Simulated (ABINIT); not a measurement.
An input for ABINIT 10.8.3 (SnO2 (Cassiterite)):

```
acell 3*1.0 Angstrom
rprim 
  4.738000000000 0.000000000000 0.000000000000
  0.000000000000 4.738000000000 0.000000000000
  0.000000000000 0.000000000000 3.186500000000
ntypat 2
znucl 50 8
natom 6
typat 1 1 2 2 2 2
xred 
  0.000000000000 0.000000000000 0.000000000000
  0.500000000000 0.500000000000 0.500000000000
  0.307100000000 0.307100000000 0.000000000000
  0.192900000000 0.807100000000 0.500000000000
  0.692900000000 0.692900000000 0.000000000000
  0.807100000000 0.192900000000 0.500000000000
pp_dirpath "pseudos"
pseudos "Sn.upf, O.upf"
ecut 42
ngkpt 4 4 4
nshiftk 1
shiftk 0 0 0
kptopt 1
chksymbreak 0
istwfk *1
occopt 1
irdwfk 1
optdriver 3
nband 81
ecuteps 3.9
inclvkb 2
awtr 1
symchi 1
irdqps 1
gwcalctyp 10
nqptdm 17
qptdm 
  0.2500000000 0.0000000000 0.0000000000
  0.5000000000 0.0000000000 0.0000000000
  0.2500000000 0.2500000000 0.0000000000
  0.5000000000 0.2500000000 0.0000000000
  0.5000000000 0.5000000000 0.0000000000
  0.0000000000 0.0000000000 0.2500000000
  0.2500000000 0.0000000000 0.2500000000
  0.5000000000 0.0000000000 0.2500000000
  0.2500000000 0.2500000000 0.2500000000
  0.5000000000 0.2500000000 0.2500000000
  0.5000000000 0.5000000000 0.2500000000
  0.0000000000 0.0000000000 0.5000000000
  0.2500000000 0.0000000000 0.5000000000
  0.5000000000 0.0000000000 0.5000000000
  0.2500000000 0.2500000000 0.5000000000
  0.5000000000 0.2500000000 0.5000000000
  0.5000000000 0.5000000000 0.5000000000
indata_prefix "in"
outdata_prefix "out"
tmpdata_prefix "tmp"
```

```sh
OMP_NUM_THREADS=1 mpirun -n 4 abinit run.abi > log; mrgscr < mrgscr.stdin
```

**Question.** How long will it take on 4 MPI ranks of Arm Neoverse V1, shared host, and how much memory?

It took 2.2 min; on shared hardware allow 65 s to 4.3 min. Peak host memory was 2.1 GiB.

[Paths, hosts, dates, memory and timing lines, banners, echoed tables and standing remarks are left out of the program output.]

[Logs are printed without paths, hosts, clocks, repeated set-up lines and the standing remarks that a program may print on its own settings, such as how far it seeks lower states.]

[Runs of the session that timed out or met a known fault of the program may be left out.]

[Hosts, paths, dates, database ids (printed as entryN), source tags and the programs' standing remarks are cut or masked in the printed files.]

[G0W0 gaps are taken among the corrected bands and points alone; a level outside them can change the order at an edge.]

[Where Ansatz stands beside ABINIT at settings called matched, ABINIT's density can come from a denser mesh and the files from another edition; pairs whose starting gaps differed by over 0.03 eV were left out, so agreement reads better than it is.]
